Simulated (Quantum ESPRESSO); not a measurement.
Records of electronic-structure calculations.

## Magnetic state of CuWO4 from several starts

The cell holds 12 atoms: 2 Cu, 2 W and 8 O. Cell: a = 4.696 Å, b = 4.874 Å, c = 5.829 Å, α = 88.4°, β = 82.8°, γ = 87.6°.

| Property | Result |
| --- | --- |
| method | PBEsol with U = 6 eV on Cu d (ortho-atomic projectors); plane waves with GBRV 1.5 PBEsol potentials, no spin-orbit coupling, projections on orthogonalised atomic orbitals (and 2 further levels or steps) |
| program | Quantum ESPRESSO 7.5 |
| settings of one run | GBRV 1.5 PBEsol, cutoff 544.23 eV, 4×4×4 k-mesh, 77 bands, fermi-dirac occupations, smearing width 0.05 eV, collinear spin, SCF threshold 2.40e-8, Hubbard form dudarev, Hubbard projectors ortho-atomic, starting moments 1 -1 0 0 0 0 0 0 0 0 0 0 μB |
| cost | 4 runs, 7.6 min in all on 4 MPI ranks of Intel Xeon Platinum 8375C at 2.90GHz (Ice Lake), shared host (the runs of this entry) |
| lowest state found | antiferromagnetic (from antiferro +-) |
| largest site moment | 0.737 μB |
| next state with moments | ferromagnetic, 3.88 meV a seeded atom higher |

The largest moment reads 0.74 μB in the sphere and 0.73 μB by Löwdin projection; a site moment hangs on how space is shared out. Only these 2 starts were compared; other wavevectors, canted and longer-period orders were not.

[Hosts, paths, dates, database ids (printed as entryN), source tags and the programs' standing remarks are cut or masked in the printed files.]

[Where a cell is said to come from a database of computed structures, the database is the Materials Project.]
